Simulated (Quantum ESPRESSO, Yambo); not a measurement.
# A GW chain in Yambo: Al2O3 (Corundum), part 2 of 3

Wanted: ground state, empty states, screening and self-energy for Al2O3 (Corundum).

Quantum ESPRESSO 7.5 and Yambo 5.3.0; PBE and many-body steps on it, plane waves. Known limits of the many-body steps: not at the basis limit.

So far. Step 2 (Ground state): The gap is direct, at Γ. The pressure of 5 GPa says that this functional would expand the cell; it is kept.

## Step 3: Bands along the symmetry lines

Level of this step: DFT, PBE, plane waves, norm-conserving pseudopotentials (Quantum ESPRESSO).

The cheap functional maps the bands first; the places of the edges decide which points the dearer methods must see.

Contents of pw.in:

```
&control
  calculation = 'bands'
  prefix = 'x'
  outdir = 'o'
  pseudo_dir = 'pseudo'
/
&system
  ibrav = 0
  nat = 10
  ntyp = 2
  ecutwfc = 72.0
  nbnd = 30
  force_symmorphic = .true.
/
&electrons
  conv_thr = 1e-9
  electron_maxstep = 80
  diago_full_acc = .true.
  diago_thr_init = 5e-6
/
ATOMIC_SPECIES
  Al 26.982 Al.upf
  O 15.999 O.upf
CELL_PARAMETERS angstrom
  2.3802500000 1.3742379782 4.3318666667
  -2.3802500000 1.3742379782 4.3318666667
  -0.0000000000 -2.7484759565 4.3318666667
ATOMIC_POSITIONS crystal
  Al 0.3521600000 0.3521600000 0.3521600000
  Al 0.1478400000 0.1478400000 0.1478400000
  Al 0.6478400000 0.6478400000 0.6478400000
  Al 0.8521600000 0.8521600000 0.8521600000
  O 0.5566800000 0.9433200000 0.2500000000
  O 0.2500000000 0.5566800000 0.9433200000
  O 0.9433200000 0.2500000000 0.5566800000
  O 0.4433200000 0.0566800000 0.7500000000
  O 0.7500000000 0.4433200000 0.0566800000
  O 0.0566800000 0.7500000000 0.4433200000
K_POINTS crystal
  59
  0.00000000 0.00000000 0.00000000 1
  0.06250000 0.06250000 0.06250000 1
  0.12500000 0.12500000 0.12500000 1
  0.18750000 0.18750000 0.18750000 1
  0.25000000 0.25000000 0.25000000 1
  0.31250000 0.31250000 0.31250000 1
  0.37500000 0.37500000 0.37500000 1
  0.43750000 0.43750000 0.43750000 1
  0.50000000 0.50000000 0.50000000 1
  0.53327994 0.46672006 0.50000000 1
  0.56655988 0.43344012 0.50000000 1
  0.59983982 0.40016018 0.50000000 1
  0.63311976 0.36688024 0.50000000 1
  0.66639970 0.33360030 0.50000000 1
  0.69967964 0.30032036 0.50000000 1
  0.73295958 0.26704042 0.50000000 1
  0.76623952 0.23376048 0.50000000 1
  0.50000000 -0.23376048 0.23376048 1
  0.50000000 -0.20454042 0.20454042 1
  0.50000000 -0.17532036 0.17532036 1
  0.50000000 -0.14610030 0.14610030 1
  0.50000000 -0.11688024 0.11688024 1
  0.50000000 -0.08766018 0.08766018 1
  0.50000000 -0.05844012 0.05844012 1
  0.50000000 -0.02922006 0.02922006 1
  0.50000000 0.00000000 0.00000000 1
  0.43750000 0.00000000 0.00000000 1
  0.37500000 0.00000000 0.00000000 1
  0.31250000 0.00000000 0.00000000 1
  0.25000000 0.00000000 0.00000000 1
  0.18750000 0.00000000 0.00000000 1
  0.12500000 0.00000000 0.00000000 1
  0.06250000 0.00000000 0.00000000 1
  0.00000000 0.00000000 0.00000000 1
  0.04586003 -0.04586003 0.00000000 1
  0.09172006 -0.09172006 0.00000000 1
  0.13758009 -0.13758009 0.00000000 1
  0.18344012 -0.18344012 0.00000000 1
  0.22930015 -0.22930015 0.00000000 1
  0.27516018 -0.27516018 0.00000000 1
  0.32102021 -0.32102021 0.00000000 1
  0.36688024 -0.36688024 -0.00000000 1
  0.63311976 0.00000000 0.36688024 1
  0.61647979 0.00000000 0.38352021 1
  0.59983982 0.00000000 0.40016018 1
  0.58319985 0.00000000 0.41680015 1
  0.56655988 0.00000000 0.43344012 1
  0.54991991 0.00000000 0.45008009 1
  0.53327994 0.00000000 0.46672006 1
  0.51663997 0.00000000 0.48336003 1
  0.50000000 0.00000000 0.50000000 1
  0.43750000 0.00000000 0.43750000 1
  0.37500000 0.00000000 0.37500000 1
  0.31250000 0.00000000 0.31250000 1
  0.25000000 0.00000000 0.25000000 1
  0.18750000 0.00000000 0.18750000 1
  0.12500000 0.00000000 0.12500000 1
  0.06250000 0.00000000 0.06250000 1
  0.00000000 0.00000000 0.00000000 1
```

On the command line:

```console
OMP_NUM_THREADS=1 mpirun -n 8 pw.x -nk 8 -in pw.in > pw.out
```

The log of the run:

```text
[banner, memory and clock lines left out]
Program PWSCF v.7.5 starts

     Atomic positions and unit cell read from directory:
     o/x.save/

     Message from routine setup:
     using ibrav=0 with symmetry is DISCOURAGED, use correct ibrav instead

     G-vector sticks info

     bravais-lattice index     =            0
     lattice parameter (alat)  =       9.6947  a.u.
     unit-cell volume          =     573.7299 (a.u.)^3
     number of atoms/cell      =           10
     number of atomic types    =            2
     number of electrons       =        48.00
     number of Kohn-Sham states=           30
     kinetic-energy cutoff     =      72.0000  Ry
     charge density cutoff     =     288.0000  Ry
     Exchange-correlation= PBE
                           (   1   4   3   4   0   0   0)

     celldm(1)=   9.694717  celldm(2)=   0.000000  celldm(3)=   0.000000
     celldm(4)=   0.000000  celldm(5)=   0.000000  celldm(6)=   0.000000

     crystal axes: (cart. coord. in units of alat)
               a(1) = (   0.463966   0.267871   0.844382 )
               a(2) = (  -0.463966   0.267871   0.844382 )
               a(3) = (  -0.000000  -0.535742   0.844382 )

     reciprocal axes: (cart. coord. in units 2 pi/alat)
               b(1) = (  1.077665  0.622190  0.394766 )
               b(2) = ( -1.077665  0.622190  0.394766 )
               b(3) = (  0.000000 -1.244380  0.394766 )
     Pseudo is Norm-conserving + core correction, Zval =  3.0
     Generated using ONCVPSP code by D. R. Hamann
     Using radial grid of 1876 points,  6 beta functions with:
     Pseudo is Norm-conserving + core correction, Zval =  6.0
     Generated using ONCVPSP code by D. R. Hamann
     Using radial grid of  936 points,  5 beta functions with:
     Al                3.00    26.98200     Al( 1.00)
     O                 6.00    15.99900     O ( 1.00)

      6 Sym. Ops., with inversion, found

   Cartesian axes

     site n.     atom                  positions (alat units)
         1        Al     tau(   1) = (   0.0000000  -0.0000000   0.8920724  )
         2        Al     tau(   2) = (  -0.0000000  -0.0000000   0.3745002  )
         3        Al     tau(   3) = (   0.0000000  -0.0000000   1.6410728  )
         4        Al     tau(   4) = (   0.0000000  -0.0000000   2.1586450  )
         5        O      tau(   5) = (  -0.1793879   0.2678710   1.4776680  )
         6        O      tau(   6) = (  -0.1422891  -0.2892900   1.4776680  )
         7        O      tau(   7) = (   0.3216770   0.0214190   1.4776680  )
         8        O      tau(   8) = (   0.1793879  -0.2678710   1.0554772  )
         9        O      tau(   9) = (   0.1422891   0.2892900   1.0554772  )
        10        O      tau(  10) = (  -0.3216770  -0.0214190   1.0554772  )

     number of k points=    59
                       cart. coord. in units 2pi/alat
        k(    1) = (   0.0000000   0.0000000   0.0000000), wk =   0.0338983
        k(    2) = (   0.0000000   0.0000000   0.0740187), wk =   0.0338983
        k(    3) = (   0.0000000   0.0000000   0.1480373), wk =   0.0338983
[...]
[... 47 further rows ...]
        k(   58) = (   0.0673540  -0.0388869   0.0493458), wk =   0.0338983
        k(   59) = (   0.0000000   0.0000000   0.0000000), wk =   0.0338983

     Dense  grid:    47361 G-vectors     FFT dimensions: (  54,  54,  54)

     The potential is recalculated from file :
     o/x.save/charge-density

     Starting wfcs are   40 randomized atomic wfcs

     Band Structure Calculation

     End of band structure calculation

          k = 0.0000 0.0000 0.0000 (  5879 PWs)   bands (ev):

   -11.4506  -9.1143  -8.8348  -8.8348  -8.5172  -8.5172   0.8371   1.8374
     2.1856   2.1856   3.3123   3.4095   3.4095   4.4160   4.7721   6.2886
     6.2886   6.4231   6.4231   7.2304   7.2304   7.6741   7.6741   7.7188
    13.9851  16.9063  18.4961  19.2830  19.2831  19.4365

          k = 0.0000 0.0000 0.0740 (  5881 PWs)   bands (ev):

[...]
14.0608  16.9134  18.4732  19.2979  19.2979  19.4352

          k = 0.0000 0.0000 0.1480 (  5896 PWs)   bands (ev):

[...]
14.2730  16.9317  18.4186  19.3515  19.3516  19.4313

          k =-0.0000-0.0000 0.2221 (  5902 PWs)   bands (ev):

[...]
k =-0.0000-0.0000 0.4441 (  5893 PWs)   bands (ev):

[...]
k =-0.0000 0.0000 0.5181 (  5893 PWs)   bands (ev):

[...]
k = 0.7907-0.1252 0.1974 (  5936 PWs)   bands (ev):

[...]
k = 0.7593-0.0707 0.1974 (  5922 PWs)   bands (ev):

[...]
k = 0.7278-0.0162 0.1974 (  5928 PWs)   bands (ev):

[...]
k = 0.0988-0.0000-0.0000 (  5897 PWs)   bands (ev):

[...]
k = 0.1977-0.0000-0.0000 (  5898 PWs)   bands (ev):

[...]
k = 0.3954-0.0000-0.0000 (  5910 PWs)   bands (ev):

[...]
k = 0.4942-0.0000-0.0000 (  5906 PWs)   bands (ev):

[...]
k = 0.6919 0.0000 0.0000 (  5922 PWs)   bands (ev):

[...]
k = 0.7907-0.0000-0.0000 (  5922 PWs)   bands (ev):

[...]
k = 0.1347-0.0778 0.0987 (  5901 PWs)   bands (ev):

[...]
k = 0.0674-0.0389 0.0493 (  5900 PWs)   bands (ev):

[...]
14.1068  16.9855  18.3836  19.2102  19.4067  19.4109

          k = 0.0000 0.0000 0.0000 (  5879 PWs)   bands (ev):

[...]
2.1856   2.1856   3.3123   3.4095   3.4095   4.4160   4.7721   6.2886
     6.2886   6.4231   6.4231   7.2304   7.2304   7.6741   7.6741   7.7188
    13.9851  16.9063  18.4961  19.2830  19.2831  19.4366

     XML data file, pseudopotentials, collected wavefunctions
```

Wall time 14 s (8 MPI ranks of Arm Neoverse V2, shared host); peak memory 0.66 GiB.

This step gave:

* gap: 6.266 eV
* k of the valence top: 0, 0, 0
* k of the conduction bottom: 0, 0, 0
* least direct gap: 6.266 eV

The gap is 6.266 eV, as in the run before at this level.

Electronic bands along the path, in eV, zero at the top of the highest filled band:

| point | band 21 | band 22 | band 23 | band 24 | band 25 | band 26 | band 27 | band 28 |
| --- | --- | --- | --- | --- | --- | --- | --- | --- |
| Γ | -0.49 | -0.04 | -0.04 | 0.00 | 6.27 | 9.19 | 10.78 | 11.56 |
| halfway | -0.50 | -0.50 | -0.11 | -0.11 | 7.24 | 9.24 | 10.63 | 11.68 |
| T | -0.38 | -0.38 | -0.38 | -0.38 | 8.71 | 8.71 | 11.13 | 11.13 |
| halfway | -0.85 | -0.85 | -0.53 | -0.53 | 9.40 | 9.40 | 10.83 | 10.83 |
| H2 | -0.84 | -0.84 | -0.50 | -0.50 | 9.74 | 9.74 | 10.15 | 10.15 |
| jump to H0 | -0.84 | -0.84 | -0.50 | -0.50 | 9.74 | 9.74 | 10.15 | 10.15 |
| halfway | -0.83 | -0.83 | -0.31 | -0.31 | 9.40 | 9.40 | 9.88 | 9.88 |
| L | -0.90 | -0.90 | -0.27 | -0.27 | 9.49 | 9.49 | 9.68 | 9.68 |
| halfway | -0.76 | -0.44 | -0.15 | -0.11 | 7.51 | 10.09 | 10.18 | 10.81 |
| Γ | -0.49 | -0.04 | -0.04 | 0.00 | 6.27 | 9.19 | 10.78 | 11.56 |
| halfway | -0.84 | -0.52 | -0.17 | -0.08 | 7.92 | 9.80 | 10.36 | 10.50 |
| S0 | -0.88 | -0.84 | -0.56 | -0.28 | 9.54 | 9.57 | 9.78 | 10.26 |
| jump to S2 | -0.88 | -0.84 | -0.56 | -0.28 | 9.54 | 9.57 | 9.78 | 10.26 |
| halfway | -0.95 | -0.83 | -0.74 | -0.26 | 9.64 | 9.82 | 9.84 | 10.27 |
| F | -1.02 | -0.91 | -0.74 | -0.25 | 9.68 | 9.76 | 9.95 | 10.44 |
| halfway | -0.96 | -0.59 | -0.26 | -0.17 | 7.77 | 10.16 | 10.20 | 10.78 |
| Γ | -0.49 | -0.04 | -0.04 | 0.00 | 6.27 | 9.19 | 10.78 | 11.56 |

## Step 4: Empty states on the mesh, 4×4×4 mesh, 82 bands

The sums over transitions need many empty states on a uniform mesh; this step solves for them.

Contents of pw.in:

```
&control
  calculation = 'nscf'
  prefix = 'x'
  outdir = 'o'
  pseudo_dir = 'pseudo'
/
&system
  ibrav = 0
  nat = 10
  ntyp = 2
  ecutwfc = 72.0
  nbnd = 82
  force_symmorphic = .true.
/
&electrons
  conv_thr = 1e-9
  electron_maxstep = 80
  diago_full_acc = .true.
  diago_thr_init = 5e-6
/
ATOMIC_SPECIES
  Al 26.982 Al.upf
  O 15.999 O.upf
CELL_PARAMETERS angstrom
  2.3802500000 1.3742379782 4.3318666667
  -2.3802500000 1.3742379782 4.3318666667
  -0.0000000000 -2.7484759565 4.3318666667
ATOMIC_POSITIONS crystal
  Al 0.3521600000 0.3521600000 0.3521600000
  Al 0.1478400000 0.1478400000 0.1478400000
  Al 0.6478400000 0.6478400000 0.6478400000
  Al 0.8521600000 0.8521600000 0.8521600000
  O 0.5566800000 0.9433200000 0.2500000000
  O 0.2500000000 0.5566800000 0.9433200000
  O 0.9433200000 0.2500000000 0.5566800000
  O 0.4433200000 0.0566800000 0.7500000000
  O 0.7500000000 0.4433200000 0.0566800000
  O 0.0566800000 0.7500000000 0.4433200000
K_POINTS automatic
  4 4 4 0 0 0
```

On the command line:

```console
OMP_NUM_THREADS=1 mpirun -n 8 pw.x -nk 4 -in pw.in > pw.out
```

The log of the run:

```text
[banner, memory and clock lines left out]
Program PWSCF v.7.5 starts

     Atomic positions and unit cell read from directory:
     o/x.save/

     Message from routine setup:
     using ibrav=0 with symmetry is DISCOURAGED, use correct ibrav instead

     bravais-lattice index     =            0
     lattice parameter (alat)  =       9.6947  a.u.
     unit-cell volume          =     573.7299 (a.u.)^3
     number of atoms/cell      =           10
     number of atomic types    =            2
     number of electrons       =        48.00
     number of Kohn-Sham states=           82
     kinetic-energy cutoff     =      72.0000  Ry
     charge density cutoff     =     288.0000  Ry
     Exchange-correlation= PBE
                           (   1   4   3   4   0   0   0)

     celldm(1)=   9.694717  celldm(2)=   0.000000  celldm(3)=   0.000000
     celldm(4)=   0.000000  celldm(5)=   0.000000  celldm(6)=   0.000000

     crystal axes: (cart. coord. in units of alat)
               a(1) = (   0.463966   0.267871   0.844382 )
               a(2) = (  -0.463966   0.267871   0.844382 )
               a(3) = (  -0.000000  -0.535742   0.844382 )

     reciprocal axes: (cart. coord. in units 2 pi/alat)
               b(1) = (  1.077665  0.622190  0.394766 )
               b(2) = ( -1.077665  0.622190  0.394766 )
               b(3) = (  0.000000 -1.244380  0.394766 )
     Pseudo is Norm-conserving + core correction, Zval =  3.0
     Generated using ONCVPSP code by D. R. Hamann
     Using radial grid of 1876 points,  6 beta functions with:
     Pseudo is Norm-conserving + core correction, Zval =  6.0
     Generated using ONCVPSP code by D. R. Hamann
     Using radial grid of  936 points,  5 beta functions with:
     Al                3.00    26.98200     Al( 1.00)
     O                 6.00    15.99900     O ( 1.00)

      6 Sym. Ops., with inversion, found

   Cartesian axes

     site n.     atom                  positions (alat units)
         1        Al     tau(   1) = (   0.0000000  -0.0000000   0.8920724  )
         2        Al     tau(   2) = (  -0.0000000  -0.0000000   0.3745002  )
         3        Al     tau(   3) = (   0.0000000  -0.0000000   1.6410728  )
         4        Al     tau(   4) = (   0.0000000  -0.0000000   2.1586450  )
         5        O      tau(   5) = (  -0.1793879   0.2678710   1.4776680  )
         6        O      tau(   6) = (  -0.1422891  -0.2892900   1.4776680  )
         7        O      tau(   7) = (   0.3216770   0.0214190   1.4776680  )
         8        O      tau(   8) = (   0.1793879  -0.2678710   1.0554772  )
         9        O      tau(   9) = (   0.1422891   0.2892900   1.0554772  )
        10        O      tau(  10) = (  -0.3216770  -0.0214190   1.0554772  )

     number of k points=    14
                       cart. coord. in units 2pi/alat
        k(    1) = (   0.0000000   0.0000000   0.0000000), wk =   0.0312500
        k(    2) = (   0.0000000  -0.3110950   0.0986915), wk =   0.1875000
        k(    3) = (   0.0000000   0.6221900  -0.1973831), wk =   0.0937500
[...]
k(   13) = (   0.0000000   0.0000000  -0.5921492), wk =   0.0312500
        k(   14) = (  -0.2694162  -0.7777375   0.0986915), wk =   0.1875000

     Dense  grid:    47361 G-vectors     FFT dimensions: (  54,  54,  54)

     The potential is recalculated from file :
     o/x.save/charge-density

     Starting wfcs are   40 randomized atomic wfcs +   42 random wfcs

     Band Structure Calculation

     End of band structure calculation

          k = 0.0000 0.0000 0.0000 (  5879 PWs)   bands (ev):

   -11.4506  -9.1143  -8.8348  -8.8348  -8.5172  -8.5172   0.8371   1.8374
     2.1856   2.1856   3.3122   3.4095   3.4095   4.4160   4.7721   6.2886
     6.2886   6.4231   6.4231   7.2304   7.2304   7.6741   7.6741   7.7188
[...]
46.5950  46.5950

          k = 0.0000-0.3111 0.0987 (  5911 PWs)   bands (ev):

[...]
46.5272  47.0675

          k = 0.0000 0.6222-0.1974 (  5936 PWs)   bands (ev):

[...]
37.6932  37.6932  38.7893  38.7893  40.3730  40.3730  40.5384  40.5384
    42.9313  42.9314  43.3330  43.3330  44.7271  44.7271  45.6981  45.6982
    46.0589  46.0589

          k =-0.2694-0.1555 0.1974 (  5916 PWs)   bands (ev):

     [... further k-points ...]

     highest occupied, lowest unoccupied level (ev):     7.7188   13.9851

     XML data file, pseudopotentials, collected wavefunctions
```

The job ended after 12 s (8 MPI ranks; peak memory 0.59 GiB; 98 s of CPU time).

Numbers from this step:

```yaml
gap: 6.266 eV
k_of_the_valence_top: 0, 0, 0
k_of_the_conduction_bottom: 0, 0, 0
least_direct_gap: 6.266 eV
k_points_computed: 14
lowest_point_of_the_top_converged_band_above_the_valence_top: 38.34 eV
```

On this mesh the gap is 6.266 eV.

[end of part 2 of 3]

[Paths, hosts, dates, memory and timing lines, banners, echoed tables and standing remarks are left out of the program output.]

[Logs are printed without paths, hosts, clocks, repeated set-up lines and the standing remarks that a program may print on its own settings, such as how far it seeks lower states.]

[Runs of the session that timed out or met a known fault of the program may be left out.]

[Hosts, paths, dates, database ids (printed as entryN), source tags and the programs' standing remarks are cut or masked in the printed files.]
